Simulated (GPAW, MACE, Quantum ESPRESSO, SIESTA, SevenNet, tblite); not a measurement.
## Zr2CO2 MXene, 4 layers (80 atoms): runs against a plane-wave reference

The cell holds 80 atoms: 16 C, 32 Zr and 32 O. Its edges and angles: a = 6.752 Å, b = 6.752 Å, c = 40.780 Å, α = 90.0°, β = 90.0°, γ = 120.0°. It derives from Zr2CO2 (Zr2CO2 MXene). 4 layers of Zr2CO2 MXene (a = 3.31 Å), 2 x 2 cells, biaxial strain +2 %, every second layer slid by 0.333 of a1 + 2 a2; facing planes 2.84, 2.72, 2.82 Å apart; 14 Å of vacuum. Then every atom was moved at random, 0.05 Å r.m.s. a Cartesian component. Regions: layer 1, 20 atoms (4 C, 8 Zr and 8 O); layer 2, 20 atoms (4 C, 8 Zr and 8 O); layer 3, 20 atoms (4 C, 8 Zr and 8 O); layer 4, 20 atoms (4 C, 8 Zr and 8 O). Vacuum lies along c.

Geometry: as built.

The reference, a calculation:

```
method                                           : Kohn-Sham DFT, PBE, SSSP efficiency 1.3.0 pseudopotentials, plane waves (Quantum ESPRESSO 7.5); sssp-pbe-1.3.0-efficiency, cutoffs 60/480 Ry, Γ point
r.m.s. force component                           : 0.7137 eV/Å
longest force                                    : 2.538 eV/Å
gap (highest filled to lowest empty level) : 0.4784 eV
time                                             : 12 min on 4 MPI ranks of Arm Neoverse V1, shared host
CPU time                                         : 47 min
```

Runs, in no order:
A. SIESTA PBE, SZP, shift 0.01 Ry, mesh 500 Ry: Kohn-Sham DFT, PBE, PseudoDojo 0.4.1 norm-conserving pseudopotentials (converted to PSML), numerical atomic orbitals (SZP), diagonalisation
B. MACE MPA-0 medium potential: machine-learned interatomic potential MACE MPA-0 medium, trained on PBE(+U) plane-wave data
C. SIESTA PBE, DZP, shift 0.01 Ry, mesh 500 Ry: Kohn-Sham DFT, PBE, PseudoDojo 0.4.1 norm-conserving pseudopotentials (converted to PSML), numerical atomic orbitals (DZP), diagonalisation

**Question.** Rank the runs by how far their forces lie from the reference's, least first.

C, A, B.

| run | Δ force, r.m.s. (meV/Å) | share of r.m.s. force (%) | CPU time |
| --- | --- | --- | --- |
| C. SIESTA PBE, DZP, shift 0.01 Ry, mesh 500 Ry | 118 | 16.5 | 8.4 min |
| A. SIESTA PBE, SZP, shift 0.01 Ry, mesh 500 Ry | 253 | 35.5 | 7.6 min |
| B. MACE MPA-0 medium potential | 368 | 51.5 | 9.2 s |

Machine-learned potentials mimic data converged in k, so the reference's own k-point error enters their differences. The electronic-structure runs sample only Γ, in a cell whose shortest periodic width is 6 Å.

[Logs are printed without paths, hosts, clocks, repeated set-up lines and the standing remarks that a program may print on its own settings, such as how far it seeks lower states.]

[Hosts, paths, dates, database ids (printed as entryN), source tags and the programs' standing remarks are cut or masked in the printed files.]
